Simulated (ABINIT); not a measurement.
# Li3OCl (Pm-3m): a self-consistent loop beyond G0W0, cycle by cycle, part 3 of 3

Wanted: G0W0 and self-consistent gaps of Li3OCl (Pm-3m), with the cost of the cycles.

ABINIT 10.8.3; PBEsol and many-body steps on it, plane waves. Known limits of the many-body steps: not at the basis limit; coarse k mesh.

So far. Step 10 (evGW, cycle 1): Against G0W0 in ABINIT (4×4×4 mesh, 66 bands, screening to 106.1 eV, Godby-Needs plasmon pole), the gap moves by +1.051 eV. Step 13 (evGW, cycle 2): Against the cycle before, the gap moves by +0.108 eV.

### 14. Screening, 4×4×4 mesh, 66 bands, screening to 106.1 eV

This step: RPA screening on PBEsol, plane waves, norm-conserving pseudopotentials.

run.abi

```
acell 3*1.0 Angstrom
rprim 
  3.908337000000 0.000000000000 0.000000000000
  0.000000000000 3.908337000000 0.000000000000
  0.000000000000 0.000000000000 3.908337000000
ntypat 3
znucl 3 17 8
natom 5
typat 1 1 1 2 3
xred 
  0.000000000000 0.500000000000 0.500000000000
  0.500000000000 0.000000000000 0.500000000000
  0.500000000000 0.500000000000 0.000000000000
  0.000000000000 0.000000000000 0.000000000000
  0.500000000000 0.500000000000 0.500000000000
pp_dirpath "pseudos"
pseudos "Li.upf, Cl.upf, O.upf"
ecut 36
ngkpt 4 4 4
nshiftk 1
shiftk 0 0 0
kptopt 1
chksymbreak 0
istwfk *1
occopt 1
irdwfk 1
optdriver 3
nband 66
ecuteps 3.9
inclvkb 2
awtr 1
symchi 1
gwcalctyp 10
mbpt_sciss 3.525 eV
nqptdm 1
qptdm 
  0 0 0
indata_prefix "in"
outdata_prefix "out"
tmpdata_prefix "tmp"
```

On the command line:

```console
$ OMP_NUM_THREADS=1 mpirun -n 8 abinit run.abi > log
```

Numbers of over 12 decimals in the logs are rounded to 6 here.

Output:

```text
.Version 10.8.3 of ABINIT. v10.8.2 released Aug 2026.

 Symmetries : space group Pm -3 m (#221); Bravais cP (primitive cubic)
[... echo of the input left out ...]
== DATASET  1 ==================================================================
-   mpi_nproc: 8, omp_nthreads: 1 (-1 if OMP is not activated)

--- !DatasetInfo
iteration_state: {dtset: 1, }
dimensions: {natom: 5, nkpt: 10, mband: 66, nsppol: 1, nspinor: 1, nspden: 1, mpw: 4224, }
cutoff_energies: {ecut:  36.0, pawecutdg:  -1.0, }
[...]
[... chi0 elements left out ...]
 For q-point:  0.000010 0.000020 0.000030
  dielectric constant =   2.4846
  dielectric constant without local fields =   2.7295

  Average fulfillment of the sum rule on Im[epsilon] for q-point    1 :     60.45  [%]
[... wings left out ...]
== END DATASET(S) ==============================================================
================================================================================

 -outvars: echo values of variables after computation  --------
           etotal      0.0000000000E+00
            nband          66
             nkpt          10
          spgroup         221
 [... the other variables as echoed above ...]

 Calculation completed.
```

It took 4.9 s on 8 MPI ranks of Arm Neoverse V1, shared host; peak memory 1.1 GiB; 38 s of CPU time.

This step gave:

| Quantity | Value |
| --- | --- |
| ε∞ with local fields, on this mesh, along the program's q direction | 2.485 |
| the same without local fields | 2.729 |
| plasma frequency | 22.54 eV |
| plane waves in the screening matrix | 147 |

This screening uses the functional's bands under a rigid shift, the mean opening of the cycle before.

### 15. Screening, 4×4×4 mesh, 66 bands, screening to 106.1 eV

This step: RPA screening on PBEsol from quasiparticle energies, plane waves, norm-conserving pseudopotentials.

Changes to run.abi since step 14:

```diff
@@ -32,7 +32,15 @@
 symchi 1
+irdqps 1
 gwcalctyp 10
-mbpt_sciss 3.525 eV
-nqptdm 1
+nqptdm 9
 qptdm 
-  0 0 0
+  0.2500000000 0.0000000000 0.0000000000
+  0.5000000000 0.0000000000 0.0000000000
+  0.2500000000 0.2500000000 0.0000000000
+  0.5000000000 0.2500000000 0.0000000000
+  0.5000000000 0.5000000000 0.0000000000
+  0.2500000000 0.2500000000 0.2500000000
+  0.5000000000 0.2500000000 0.2500000000
+  0.5000000000 0.5000000000 0.2500000000
+  0.5000000000 0.5000000000 0.5000000000
 indata_prefix "in"
```

mrgscr.stdin

```
2
merged
q0_SCR
out_SCR
1
```

On the command line:

```console
$ OMP_NUM_THREADS=1 mpirun -n 8 abinit run.abi > log; mrgscr < mrgscr.stdin
```

Output:

```text
.Version 10.8.3 of ABINIT. v10.8.2 released Aug 2026.

 Symmetries : space group Pm -3 m (#221); Bravais cP (primitive cubic)
[... echo of the input left out ...]
== DATASET  1 ==================================================================
-   mpi_nproc: 8, omp_nthreads: 1 (-1 if OMP is not activated)

--- !DatasetInfo
iteration_state: {dtset: 1, }
dimensions: {natom: 5, nkpt: 10, mband: 66, nsppol: 1, nspinor: 1, nspden: 1, mpw: 4224, }
cutoff_energies: {ecut:  36.0, pawecutdg:  -1.0, }
[...]
q-point number  1        q = ( 0.250000, 0.000000, 0.000000) [r.l.u.]
--------------------------------------------------------------------------------
[... chi0 elements left out ...]
  Average fulfillment of the sum rule on Im[epsilon] for q-point    2 :     80.57  [%]

--------------------------------------------------------------------------------
  q-point number  2        q = ( 0.500000, 0.000000, 0.000000) [r.l.u.]
--------------------------------------------------------------------------------
[... chi0 elements left out ...]
  Average fulfillment of the sum rule on Im[epsilon] for q-point    3 :     72.34  [%]

 [... 7 further q-points ...]
```

It took 10 s on 8 MPI ranks; peak memory 1.1 GiB; 80 s of CPU time.

This step gave:

```yaml
plasma_frequency: 22.54 eV
plane_waves_in_the_screening_matrix: 147
```

This screening reads the quasiparticle levels of the cycle before.

### 16. evGW, cycle 3

This step: evGW on PBEsol, plane waves, norm-conserving pseudopotentials.

Changes to run.abi since step 15:

```diff
@@ -26,12 +26,10 @@
 irdwfk 1
-optdriver 3
+optdriver 4
 nband 66
-ecuteps 3.9
-inclvkb 2
-awtr 1
-symchi 1
-irdqps 1
 gwcalctyp 10
-nqptdm 9
-qptdm 
+ecutsigx 36
+symsigma 1
+nkptgw 10
+kptgw 
+  0.0000000000 0.0000000000 0.0000000000
   0.2500000000 0.0000000000 0.0000000000
@@ -45,2 +43,17 @@
   0.5000000000 0.5000000000 0.5000000000
+bdgw 
+  6 32
+  6 32
+  6 32
+  6 32
+  6 32
+  6 32
+  6 32
+  6 32
+  6 32
+  6 32
+ecuteps 3.9
+irdscr 1
+ppmodel 1
+irdqps 1
 indata_prefix "in"
```

On the command line:

```console
$ OMP_NUM_THREADS=1 mpirun -n 8 abinit run.abi > log
```

Output:

```text
.Version 10.8.3 of ABINIT. v10.8.2 released Aug 2026.

 Symmetries : space group Pm -3 m (#221); Bravais cP (primitive cubic)
[... echo of the input left out ...]
== DATASET  1 ==================================================================
-   mpi_nproc: 8, omp_nthreads: 1 (-1 if OMP is not activated)

--- !DatasetInfo
iteration_state: {dtset: 1, }
dimensions: {natom: 5, nkpt: 10, mband: 66, nsppol: 1, nspinor: 1, nspden: 1, mpw: 4224, }
cutoff_energies: {ecut:  36.0, pawecutdg:  -1.0, }
[...]
.  kptgw no:  3; Maximum DeltaE = (  -0.003  -0.013) for band index: 26
[...]
.  kptgw no:  9; Maximum DeltaE = (   0.000  -0.010) for band index: 27
.  kptgw no: 10; Maximum DeltaE = (   0.028   0.001) for band index: 26

== END DATASET(S) ==============================================================
================================================================================

 -outvars: echo values of variables after computation  --------
           etotal      0.0000000000E+00
            nband          66
             nkpt          10
          spgroup         221
 [... the other variables as echoed above ...]

 Calculation completed.
```

Elapsed: 84 s, on 8 MPI ranks; peak memory 3.5 GiB.

Numbers from this step:

| Quantity | Value |
| --- | --- |
| quasiparticle gap on the mesh | 7.884 eV |
| gap of the density functional on the mesh | 4.610 eV |
| k of the valence top | 0.5, 0.5, 0 |
| k of the conduction bottom | 0, 0, 0 |
| least direct quasiparticle gap on the computed points | 8.019 eV |

Against the cycle before, the gap moves by +0.016 eV.

### 17. Screening, 4×4×4 mesh, 66 bands, screening to 106.1 eV

This step: RPA screening on PBEsol, plane waves, norm-conserving pseudopotentials.

run.abi

```
acell 3*1.0 Angstrom
rprim 
  3.908337000000 0.000000000000 0.000000000000
  0.000000000000 3.908337000000 0.000000000000
  0.000000000000 0.000000000000 3.908337000000
ntypat 3
znucl 3 17 8
natom 5
typat 1 1 1 2 3
xred 
  0.000000000000 0.500000000000 0.500000000000
  0.500000000000 0.000000000000 0.500000000000
  0.500000000000 0.500000000000 0.000000000000
  0.000000000000 0.000000000000 0.000000000000
  0.500000000000 0.500000000000 0.500000000000
pp_dirpath "pseudos"
pseudos "Li.upf, Cl.upf, O.upf"
ecut 36
ngkpt 4 4 4
nshiftk 1
shiftk 0 0 0
kptopt 1
chksymbreak 0
istwfk *1
occopt 1
irdwfk 1
optdriver 3
nband 66
ecuteps 3.9
inclvkb 2
awtr 1
symchi 1
gwcalctyp 10
mbpt_sciss 3.542 eV
nqptdm 1
qptdm 
  0 0 0
indata_prefix "in"
outdata_prefix "out"
tmpdata_prefix "tmp"
```

Output:

```text
.Version 10.8.3 of ABINIT. v10.8.2 released Aug 2026.

 Symmetries : space group Pm -3 m (#221); Bravais cP (primitive cubic)
[... echo of the input left out ...]
== DATASET  1 ==================================================================
-   mpi_nproc: 8, omp_nthreads: 1 (-1 if OMP is not activated)

--- !DatasetInfo
iteration_state: {dtset: 1, }
dimensions: {natom: 5, nkpt: 10, mband: 66, nsppol: 1, nspinor: 1, nspden: 1, mpw: 4224, }
cutoff_energies: {ecut:  36.0, pawecutdg:  -1.0, }
[...]
[... chi0 elements left out ...]
 For q-point:  0.000010 0.000020 0.000030
  dielectric constant =   2.4828
  dielectric constant without local fields =   2.7272

  Average fulfillment of the sum rule on Im[epsilon] for q-point    1 :     60.48  [%]
[... wings left out ...]
== END DATASET(S) ==============================================================
================================================================================

 -outvars: echo values of variables after computation  --------
           etotal      0.0000000000E+00
            nband          66
             nkpt          10
          spgroup         221
 [... the other variables as echoed above ...]

 Calculation completed.
```

It took 4.9 s on 8 MPI ranks; peak memory 1.1 GiB; 38 s of CPU time.

This step gave:

```yaml
eps_infinity_with_local_fields_on_this_mesh_along_the_program_s_q_direction: 2.483
the_same_without_local_fields: 2.727
plasma_frequency: 22.54 eV
plane_waves_in_the_screening_matrix: 147
```

This screening uses the functional's bands under a rigid shift, the mean opening of the cycle before.

### 18. Screening, 4×4×4 mesh, 66 bands, screening to 106.1 eV

This step: RPA screening on PBEsol from quasiparticle energies, plane waves, norm-conserving pseudopotentials.

Changes to run.abi since step 17:

```diff
@@ -32,7 +32,15 @@
 symchi 1
+irdqps 1
 gwcalctyp 10
-mbpt_sciss 3.542 eV
-nqptdm 1
+nqptdm 9
 qptdm 
-  0 0 0
+  0.2500000000 0.0000000000 0.0000000000
+  0.5000000000 0.0000000000 0.0000000000
+  0.2500000000 0.2500000000 0.0000000000
+  0.5000000000 0.2500000000 0.0000000000
+  0.5000000000 0.5000000000 0.0000000000
+  0.2500000000 0.2500000000 0.2500000000
+  0.5000000000 0.2500000000 0.2500000000
+  0.5000000000 0.5000000000 0.2500000000
+  0.5000000000 0.5000000000 0.5000000000
 indata_prefix "in"
```

mrgscr.stdin is that of step 15.

On the command line:

```console
$ OMP_NUM_THREADS=1 mpirun -n 8 abinit run.abi > log; mrgscr < mrgscr.stdin
```

Output:

```text
.Version 10.8.3 of ABINIT. v10.8.2 released Aug 2026.

 Symmetries : space group Pm -3 m (#221); Bravais cP (primitive cubic)
[... echo of the input left out ...]
== DATASET  1 ==================================================================
-   mpi_nproc: 8, omp_nthreads: 1 (-1 if OMP is not activated)

--- !DatasetInfo
iteration_state: {dtset: 1, }
dimensions: {natom: 5, nkpt: 10, mband: 66, nsppol: 1, nspinor: 1, nspden: 1, mpw: 4224, }
cutoff_energies: {ecut:  36.0, pawecutdg:  -1.0, }
[...]
q-point number  1        q = ( 0.250000, 0.000000, 0.000000) [r.l.u.]
--------------------------------------------------------------------------------
[... chi0 elements left out ...]
  Average fulfillment of the sum rule on Im[epsilon] for q-point    2 :     80.62  [%]

--------------------------------------------------------------------------------
  q-point number  2        q = ( 0.500000, 0.000000, 0.000000) [r.l.u.]
--------------------------------------------------------------------------------
[... chi0 elements left out ...]
  Average fulfillment of the sum rule on Im[epsilon] for q-point    3 :     72.38  [%]

 [... 7 further q-points ...]
```

The job ended after 10 s (8 MPI ranks; peak memory 1.1 GiB; 79 s of CPU time).

This step gave:

- plasma frequency: 22.54 eV
- plane waves in the screening matrix: 147

This screening reads the quasiparticle levels of the cycle before.

### 19. evGW, cycle 4

This step: evGW on PBEsol, plane waves, norm-conserving pseudopotentials.

Changes to run.abi since step 18:

```diff
@@ -26,12 +26,10 @@
 irdwfk 1
-optdriver 3
+optdriver 4
 nband 66
-ecuteps 3.9
-inclvkb 2
-awtr 1
-symchi 1
-irdqps 1
 gwcalctyp 10
-nqptdm 9
-qptdm 
+ecutsigx 36
+symsigma 1
+nkptgw 10
+kptgw 
+  0.0000000000 0.0000000000 0.0000000000
   0.2500000000 0.0000000000 0.0000000000
@@ -45,2 +43,17 @@
   0.5000000000 0.5000000000 0.5000000000
+bdgw 
+  6 32
+  6 32
+  6 32
+  6 32
+  6 32
+  6 32
+  6 32
+  6 32
+  6 32
+  6 32
+ecuteps 3.9
+irdscr 1
+ppmodel 1
+irdqps 1
 indata_prefix "in"
```

On the command line:

```console
$ OMP_NUM_THREADS=1 mpirun -n 8 abinit run.abi > log
```

Output:

```text
.Version 10.8.3 of ABINIT. v10.8.2 released Aug 2026.

 Symmetries : space group Pm -3 m (#221); Bravais cP (primitive cubic)
[... echo of the input left out ...]
== DATASET  1 ==================================================================
-   mpi_nproc: 8, omp_nthreads: 1 (-1 if OMP is not activated)

--- !DatasetInfo
iteration_state: {dtset: 1, }
dimensions: {natom: 5, nkpt: 10, mband: 66, nsppol: 1, nspinor: 1, nspden: 1, mpw: 4224, }
cutoff_energies: {ecut:  36.0, pawecutdg:  -1.0, }
[...]
.  kptgw no:  3; Maximum DeltaE = (   0.002   0.004) for band index: 24
[...]
.  kptgw no:  9; Maximum DeltaE = (   0.000  -0.010) for band index: 27
.  kptgw no: 10; Maximum DeltaE = (   0.001   0.000) for band index: 16

== END DATASET(S) ==============================================================
================================================================================

 -outvars: echo values of variables after computation  --------
           etotal      0.0000000000E+00
            nband          66
             nkpt          10
          spgroup         221
 [... the other variables as echoed above ...]

 Calculation completed.
```

It took 84 s on 8 MPI ranks; peak memory 3.5 GiB; 11 min of CPU time.

This step gave:

| Item | Value |
| --- | --- |
| quasiparticle gap on the mesh | 7.887 eV |
| gap of the density functional on the mesh | 4.610 eV |
| k of the valence top | 0.5, 0.5, 0 |
| k of the conduction bottom | 0, 0, 0 |
| least direct quasiparticle gap on the computed points | 8.022 eV |

Against the cycle before, the gap moves by +0.003 eV.

### 20. The runs together

Times are wall times on 8 MPI ranks of Arm Neoverse V1, shared host, good to a factor of about two. A run's time includes the screening step that it read.

```
           run   mesh  bands  screening cutoff (eV)  DFT gap (eV)  gap on the mesh (eV)  direct (eV)  ε∞ used  time
          G0W0  4×4×4     66                  106.1         4.610                 6.709        6.859     3.02  17 s
evGW0, cycle 1  4×4×4     66                  106.1         4.610                 7.201        7.348     3.02  95 s
evGW0, cycle 2  4×4×4     66                  106.1         4.610                 7.103        7.244     3.02  96 s
evGW0, cycle 3  4×4×4     66                  106.1         4.610                 7.102        7.244     3.02  95 s
 evGW, cycle 1  4×4×4     66                  106.1         4.610                 7.760        7.894     2.58  99 s
 evGW, cycle 2  4×4×4     66                  106.1         4.610                 7.868        8.003     2.50  98 s
 evGW, cycle 3  4×4×4     66                  106.1         4.610                 7.884        8.019     2.48  99 s
 evGW, cycle 4  4×4×4     66                  106.1         4.610                 7.887        8.022     2.48  98 s
```

### 21. Results

```json
{
 "G0W0": "6.709 eV",
 "evGW0, cycle 1": "7.201 eV",
 "evGW0, cycle 2": "7.103 eV",
 "evGW0, cycle 3": "7.102 eV",
 "evGW, cycle 1": "7.760 eV",
 "evGW, cycle 2": "7.868 eV",
 "evGW, cycle 3": "7.884 eV",
 "evGW, cycle 4": "7.887 eV",
 "known limits": "not at the basis limit; coarse k mesh"
}
```

In words: Only the bands that the input lists are updated; the others, empty or deep, keep the functional's energies or take a rigid shift. The evGW loop starts from the last levels of evGW0, so its cycles and time come on top of those. evGW0 ends at 7.10 eV, +0.39 eV from G0W0, after 3 cycles that took 4.2 min beside the first screening; the last moved the gap by 0.001 eV. evGW ends at 7.89 eV, +1.18 eV from G0W0, after 4 cycles that took 6.6 min beside the first screening; the last moved the gap by 0.003 eV. The first cycle of evGW0 takes the full correction, without the factor Z, so it overshoots the one-shot value. Bands and cutoff are finite, so the gap is not at the basis limit. The miss can reach some tenths of an eV and take either sign; the mesh is an error of its own. The 4×4×4 mesh is coarse for this cell, which bears on the long-range parts of exchange and screening. In the updated screening the q = 0 part is built from Kohn-Sham bands under a rigid shift, the other q from the quasiparticle levels.

[Paths, hosts, dates, memory and timing lines, banners, echoed tables and standing remarks are left out of the program output.]

[Logs are printed without paths, hosts, clocks, repeated set-up lines and the standing remarks that a program may print on its own settings, such as how far it seeks lower states.]

[Runs of the session that timed out or met a known fault of the program may be left out.]

[Hosts, paths, dates, database ids (printed as entryN), source tags and the programs' standing remarks are cut or masked in the printed files.]

[G0W0 gaps are taken among the corrected bands and points alone; a level outside them can change the order at an edge.]

[Where Ansatz stands beside ABINIT at settings called matched, ABINIT's density can come from a denser mesh and the files from another edition; pairs whose starting gaps differed by over 0.03 eV were left out, so agreement reads better than it is.]
